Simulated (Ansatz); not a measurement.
# How fast states decay through Na3BrF2, part 3 of 3

A new crystal, Na3BrF2: structure, gap and complex bands. It is built by putting F for Cl in the Na3BrCl2 structure of space group I4/mmm, with the volume rescaled by atomic radii. The parent structure comes from the Materials Project.

Ansatz 0.2.0; LDA DFT, plane waves, PAW files (the session's first sound run).

So far, gap on the k-mesh (eV): step 3 (the bulk crystal and its band edges, LDA) 4.19; step 4 (complex bands, plane (001), k-mesh 6×6×6, LDA) 4.19; step 6 (PBE) 4.59.

The structure was built from a prototype and need not be the compound's stable phase.

## 7. Complex bands at another level

This step: PBE DFT, plane waves, PAW files; complex bands by layer matching along the plane's normal (Ansatz 0.2.0).

The complex bands at that level, over its own gap, at (0, 0) and (0.5, 0).

File input.yaml:

```yaml
crystal:
  lattice:
    - [3.700258039, 0.0, 0.0]
    - [0.0, 3.700258039, 0.0]
    - [1.850129019, 1.850129019, 7.342329313]
  atoms:
    - { symbol: Na, position: [0.3173202282, 0.3173202282, 0.3653595436] }
    - { symbol: Na, position: [0.0, 0.0, 0.0] }
    - { symbol: Na, position: [0.6826797718, 0.6826797718, 0.6346404564] }
    - { symbol: Br, position: [0.5, 0.5, 0.0] }
    - { symbol: F, position: [0.1714334803, 0.1714334803, 0.6571330394] }
    - { symbol: F, position: [0.8285665197, 0.8285665197, 0.3428669606] }
kpoints:
  mp_grid: { grid: [6, 6, 6] }
scf:
  occupations: { method: fixed }
hamiltonian:
  xc: pbe
output:
  eigenvalues: true
  transmission:
    leads: [[0, 0]]
    kpoints: [[0.0, 0.0], [0.5, 0.0]]
    e_range: [-1.0, 5.59]
    de: 0.11
```

Run with:

```bash
$ ansatz run input.yaml --threads 2 --pin off --max-ram 4096MiB --backend cpu --events-out ev --progress --plain --runs-dir out
```

Numbers of over 12 decimals in the logs are rounded to 6 here.

What it wrote:

```text
[...]
Crystal: 6 atoms, lattice volume = 100.531 Å³
Basis set: ecut = 420 eV, 1933 PW (Γ)
Bands: 30, of which v1, the nominal top of the filled ones, is band 24 counted from 1 (23 counted from 0)
Symmetry: 16 space group operations
[...]
k-points: 30 of 216
[...]
SCF iter   1: F=—  HF=-8866.496023 eV  |F-HF|=—  |Δ(HF+E_count)|=         —  Δρ=8.12e-4  dr2=5.22e-4  ethr=1.77e-3  ⟨swp⟩=5.3  Hψ=3364  notcnv=0  defer=113
[...]
SCF iter   6: F=-8866.494793 eV  HF=-8866.494793 eV  |F-HF|=1.44e-8  |Δ(HF+E_count)|=   3.39e-7  Δρ=6.72e-6  dr2=2.80e-8  ethr=2.08e-10  ⟨swp⟩=8.6  Hψ=4128  notcnv=0
SCF 1 converged in 6 iterations: F = -8866.494793 eV  dr2 = 2.80e-8
[...]
transmission: 12 of 24 steps passed
transmission: 24 of 24 steps passed
SCF converged after 6 iterations
Free energy (F): -8866.494793 eV
[...]
Internal energy: -8866.494793 eV  (E = F + TS)
E sigma→0 (E₀):  -8866.494793 eV
Fermi energy:    1.966686 eV
[...]
--- Band table (eV; the first three rows and the last of 30) ---
  k-point 0: bands = [... 20 lower, 0.8134, 1.2908, 1.9667, 1.9667, 6.5612, 9.9557, 10.1335, 10.8551, ... 2 higher]
  k-point 1: bands = [... 20 lower, 0.8245, 1.1975, 1.9637, 1.9637, 6.7304, 9.5846, 10.1167, 10.8501, ... 2 higher]
  k-point 2: bands = [... 20 lower, 0.8442, 0.9667, 1.9577, 1.9577, 7.1817, 8.8446, 10.0847, 10.8219, ... 2 higher]
  k-point 29: bands = [... 20 lower, 0.5438, 0.7280, 0.8303, 1.2247, 10.0207, 10.4987, 10.5170, 11.9055, ... 2 higher]
--- Transmission ---
  basis      : 121 plane waves across, 12 finite elements along
  points     : 2, as listed
[...]
crystal 0  : Br1Na3F2, at the sites [0, 0], period 7.3423 Å: whole cells are its period
[...]
channels       : 0.000000e0 a spin
[...]
slowest decay  : 0.4151 /Å at (0.0000, 0.0000)
```

Run time: 5.5 s. Hardware: 2 threads of AMD EPYC 9R45, shared host; peak memory 0.47 GiB; 7 s of CPU time.

This step gave:

```yaml
free_energy: -8866.4948 eV
fermi_energy: 1.967 eV
level_to_which_the_leads_are_filled: 2.297 eV from the Fermi level
decay_constant_at_the_filling_level_zone_centre: 0.4151 Å⁻¹
decay_constant_at_the_filling_level_slowest_listed_point: 0.4151 Å⁻¹
```

K parallel (0, 0); values up to 1.5 1/Å, a degenerate pair printed once or twice; energies at which all values exceed this have no row. Table of Im kz of the slowest decaying states by energy, zero at the highest filled level on the SCF mesh:

```
energy (eV)  decay 1 (Å⁻¹)  decay 2 (Å⁻¹)  decay 3 (Å⁻¹)  decay 4 (Å⁻¹)
      -1.00          0.393          0.799              -              -
      -0.67         0.0374          0.573          0.830              -
      -0.34          0.245          0.581          0.852              -
      -0.01          0.321          0.868              -              -
       0.32          0.367          0.678          0.880              -
       0.65          0.397          0.802          0.889              -
       0.98          0.415          0.877          0.895           1.48
       1.31          0.425          0.899          0.931           1.45
       1.64          0.428          0.900          0.972           1.42
       1.97          0.425          0.900           1.00           1.39
       2.30          0.415          0.899           1.03           1.36
       2.52          0.405          0.897           1.04           1.33
       2.85          0.386          0.893           1.06           1.30
       3.18          0.359          0.887           1.08           1.27
       3.51          0.325          0.880           1.09           1.23
       3.84          0.279          0.871           1.10           1.19
       4.17          0.215          0.861           1.11           1.15
       4.50          0.104          0.849           1.11           1.11
       4.83          0.835           1.07           1.12           1.44
       5.16          0.820           1.03           1.12           1.42
       5.49          0.803          0.980           1.12           1.41
```

K parallel (0.5, 0); values up to 1.5 1/Å, a degenerate pair printed once or twice; energies at which all values exceed this have no row. Table of Im kz of the slowest decaying states by energy, zero at the highest filled level on the SCF mesh:

```
energy (eV)  decay 1 (Å⁻¹)  decay 2 (Å⁻¹)  decay 3 (Å⁻¹)
      -1.00          0.246           1.34           1.38
      -0.67          0.317           1.27           1.43
      -0.34          0.621           1.18           1.42
      -0.12          0.754           1.11           1.36
      -0.01          0.816           1.07           1.17
       0.21          0.892           1.03           1.42
       0.54          0.875           1.09           1.49
       0.87          0.852           1.13              -
       1.20          0.841           1.16              -
       1.42          0.835           1.17              -
       1.75          0.828           1.19              -
       2.08          0.820           1.19              -
       2.41          0.811           1.20              -
       2.74          0.800           1.20              -
       3.07          0.786           1.20              -
       3.29          0.775           1.21              -
       3.62          0.757           1.21              -
       3.95          0.735           1.22              -
       4.28          0.710           1.22              -
       4.61          0.681           1.23              -
       4.83          0.660           1.24              -
       5.16          0.623           1.27              -
       5.49          0.582           1.31              -
```

At the listed wavevectors the last open channel is at -0.01 eV and the next at +4.61 eV on the grid. At +2.30 eV, the grid energy nearest the filling level (the middle of the gap on the SCF mesh), the slowest state at the listed wavevectors decays with κ = 0.415 Å⁻¹, its amplitude falling by e over 2.4 Å; the first such run, plane (001), gave 0.392 Å⁻¹ over as many of its listed wavevectors.

## 8. A repeat with changed settings: output.transmission.temperature = 77.0

This step: LDA DFT, plane waves, PAW files; complex bands by layer matching along the plane's normal; changed: output.transmission.temperature = 77.0 (Ansatz 0.2.0).

This run repeats an earlier one, its twin (the complex run, plane (001)), with one setting changed (output.transmission.temperature; files written aside). It is meant to test how the leads' temperature enters. Where the input is shown as a difference, that is against the step before, not the twin.

Changes to input.yaml since step 7:

```diff
@@ -17,3 +17,3 @@
 hamiltonian:
-  xc: pbe
+  xc: lda
 output:
@@ -22,4 +22,5 @@
     leads: [[0, 0]]
-    kpoints: [[0.0, 0.0], [0.5, 0.0]]
-    e_range: [-1.0, 5.59]
-    de: 0.11
+    kpoints: [[0.0, 0.0], [0.0, 0.4844], [0.5, 0.0]]
+    e_range: [-1.0, 5.19]
+    de: 0.1
+    temperature: 77.0
```

What it wrote:

```text
[...]
Crystal: 6 atoms, lattice volume = 100.531 Å³
Basis set: ecut = 420 eV, 1933 PW (Γ)
Bands: 30, of which v1, the nominal top of the filled ones, is band 24 counted from 1 (23 counted from 0)
Symmetry: 16 space group operations
[...]
k-points: 30 of 216
[...]
SCF iter   1: F=—  HF=-8688.665485 eV  |F-HF|=—  |Δ(HF+E_count)|=         —  Δρ=1.39e-2  dr2=1.38e-1  ethr=1.77e-3  ⟨swp⟩=5.2  Hψ=3343  notcnv=0  defer=112
[...]
SCF iter   7: F=-8688.617914 eV  HF=-8688.617914 eV  |F-HF|=3.54e-9  |Δ(HF+E_count)|=   4.17e-8  Δρ=2.94e-6  dr2=5.56e-9  ethr=2.08e-10  ⟨swp⟩=9.2  Hψ=3127  notcnv=0
SCF 1 converged in 7 iterations: F = -8688.617914 eV  dr2 = 5.56e-9
[...]
transmission: 12 of 36 steps passed
transmission: 24 of 36 steps passed
transmission: 36 of 36 steps passed
SCF converged after 7 iterations
Free energy (F): -8688.617914 eV
[...]
Internal energy: -8688.617914 eV  (E = F + TS)
E sigma→0 (E₀):  -8688.617914 eV
Fermi energy:    1.657392 eV
[...]
--- Band table (eV; the first three rows and the last of 30) ---
  k-point 0: bands = [... 20 lower, 0.3940, 0.9226, 1.6567, 1.6567, 5.8516, 9.2826, 9.6060, 10.1873, ... 2 higher]
  k-point 1: bands = [... 20 lower, 0.4042, 0.8230, 1.6538, 1.6538, 6.0262, 8.8998, 9.5855, 10.2131, ... 2 higher]
  k-point 2: bands = [... 20 lower, 0.4228, 0.5807, 1.6480, 1.6480, 6.4897, 8.1528, 9.5468, 10.2078, ... 2 higher]
  k-point 29: bands = [... 20 lower, 0.1036, 0.3345, 0.4392, 0.9073, 9.3963, 9.8913, 9.9125, 11.2483, ... 2 higher]
--- Transmission ---
  basis      : 121 plane waves across, 12 finite elements along
  points     : 3, as listed
[...]
crystal 0  : Br1Na3F2, at the sites [0, 0], period 7.3423 Å: whole cells are its period
[...]
channels       : 0.000000e0 a spin
[...]
slowest decay  : 0.3920 /Å at (0.0000, 0.0000)
```

It took 8.5 s on 2 threads; peak memory 0.46 GiB; 11 s of CPU time.

This step gave:

- free energy: -8688.6179 eV
- Fermi energy: 1.657 eV
- gap on the k-mesh: 4.194 eV
- level to which the leads are filled: 2.097 eV from the Fermi level
- decay constant at the filling level, zone centre: 0.3920 Å⁻¹
- decay constant at the filling level, slowest listed point: 0.392 Å⁻¹

K parallel (0, 0); values up to 1.5 1/Å, a degenerate pair printed once or twice; energies at which all values exceed this have no row. Im kz of the slowest decaying states against energy, zero at the highest filled level on the SCF mesh:

```
energy (eV)  decay 1 (Å⁻¹)  decay 2 (Å⁻¹)  decay 3 (Å⁻¹)  decay 4 (Å⁻¹)
      -1.00          0.498          0.803              -              -
      -0.70         0.0829          0.602          0.828              -
      -0.40          0.236          0.605          0.846              -
      -0.10          0.304          0.461          0.859              -
       0.00         0.0735          0.321          0.863              -
       0.20          0.347          0.605          0.870              -
       0.50          0.375          0.753          0.877           1.49
       0.80          0.392          0.836          0.883           1.46
       1.10          0.402          0.886          0.893           1.44
       1.40          0.406          0.888          0.937           1.41
       1.70          0.403          0.888          0.971           1.38
       2.00          0.396          0.887          0.998           1.35
       2.40          0.377          0.884           1.03           1.31
       2.70          0.356          0.880           1.04           1.28
       3.00          0.329          0.874           1.06           1.24
       3.30          0.293          0.868           1.07           1.21
       3.60          0.246          0.860           1.08           1.18
       3.90          0.178          0.851           1.09           1.14
       4.20          0.840           1.09           1.10           1.44
       4.50          0.828           1.07           1.10           1.43
       4.80          0.814           1.03           1.10           1.42
       5.10          0.799          0.985           1.11           1.40
```

K parallel (0, 0.4844); values up to 1.5 1/Å, a degenerate pair printed once or twice; energies at which all values exceed this have no row. Table of Im kz of the slowest decaying states by energy, zero at the highest filled level on the SCF mesh:

```
energy (eV)  decay 1 (Å⁻¹)  decay 2 (Å⁻¹)  decay 3 (Å⁻¹)  decay 4 (Å⁻¹)
      -1.00          0.301          0.312           1.28           1.30
      -0.70          0.342           1.21           1.27           1.34
      -0.40          0.612           1.13           1.20           1.31
      -0.10          0.782           1.02           1.12           1.18
       0.00          0.282          0.833          0.978           1.10
       0.20          0.885          0.959           1.07           1.36
       0.50          0.867           1.05           1.08           1.49
       0.80          0.848           1.10           1.11              -
       1.10          0.836           1.12           1.14              -
       1.40          0.828           1.14           1.16              -
       1.70          0.820           1.14           1.17              -
       2.00          0.812           1.15           1.18              -
       2.40          0.798           1.16           1.19              -
       2.70          0.786           1.16           1.19              -
       3.00          0.772           1.16           1.20              -
       3.30          0.755           1.17           1.20              -
       3.60          0.735           1.17           1.21              -
       3.90          0.713           1.18           1.21              -
       4.20          0.687           1.18           1.22              -
       4.50          0.658           1.20           1.23              -
       4.80          0.625           1.21           1.25              -
       5.10          0.588           1.24           1.28              -
```

K parallel (0.5, 0); values up to 1.5 1/Å, a degenerate pair printed once or twice; energies at which all values exceed this have no row. Table of Im kz of the slowest decaying states by energy, zero at the highest filled level on the SCF mesh:

```
energy (eV)  decay 1 (Å⁻¹)  decay 2 (Å⁻¹)  decay 3 (Å⁻¹)
      -1.00          0.307           1.30           1.43
      -0.80          0.315           1.26           1.45
      -0.60          0.469           1.22           1.45
      -0.40          0.613           1.16           1.44
      -0.20          0.730           1.10           1.40
       0.00          0.834          0.891           1.04
       0.10          0.869           1.02           1.37
       0.30          0.887           1.03           1.45
       0.50          0.872           1.06           1.49
       0.70          0.857           1.09              -
       0.90          0.847           1.11              -
       1.10          0.839           1.13              -
       1.30          0.832           1.14              -
       1.50          0.827           1.15              -
       1.70          0.821           1.16              -
       1.90          0.816           1.16              -
       2.20          0.806           1.17              -
       2.40          0.799           1.17              -
       2.60          0.791           1.17              -
       2.80          0.782           1.18              -
       3.00          0.772           1.18              -
       3.20          0.761           1.18              -
       3.40          0.749           1.18              -
       3.60          0.736           1.19              -
       3.80          0.721           1.19              -
       4.00          0.705           1.20              -
       4.30          0.678           1.21              -
       4.50          0.658           1.22              -
       4.70          0.637           1.23              -
       4.90          0.614           1.24              -
       5.10          0.588           1.26              -
```

The temperature enters the conductance and not T(E) itself. No conductance was computed here for it to change.

## 9. Outcome

```
band gap                                         : 4.19 eV
least decay constant at mid-gap, normal to (001) : 0.392 Å⁻¹
least decay constant on a mesh, normal to (001)  : 0.392 Å⁻¹
least decay constant, PBE                        : 0.415 Å⁻¹
```

In words: With LDA, the slowest decay at the wavevectors tried is κ = 0.392 Å⁻¹, normal to (001). Through such a film the transmission near mid-gap falls as exp(−2κd), a factor of ten every 2.9 Å. A free electron under a barrier of half the gap would need a mass of 0.28 mₑ to decay at this rate. With PBE the gap goes from 4.19 to 4.59 eV and the decay constant, over the first 2 listed wavevectors (which shift with the band edges), from 0.392 to 0.415 Å⁻¹. The compound is made up by substitution; its stability against other phases and against distortions of the cell's symmetry was not tested. A semilocal functional narrows gaps, so real decay constants are likely larger.

[Logs are printed without paths, hosts, clocks, repeated set-up lines and the standing remarks that a program may print on its own settings, such as how far it seeks lower states.]

[Hosts, paths, dates, database ids (printed as entryN), source tags and the programs' standing remarks are cut or masked in the printed files.]
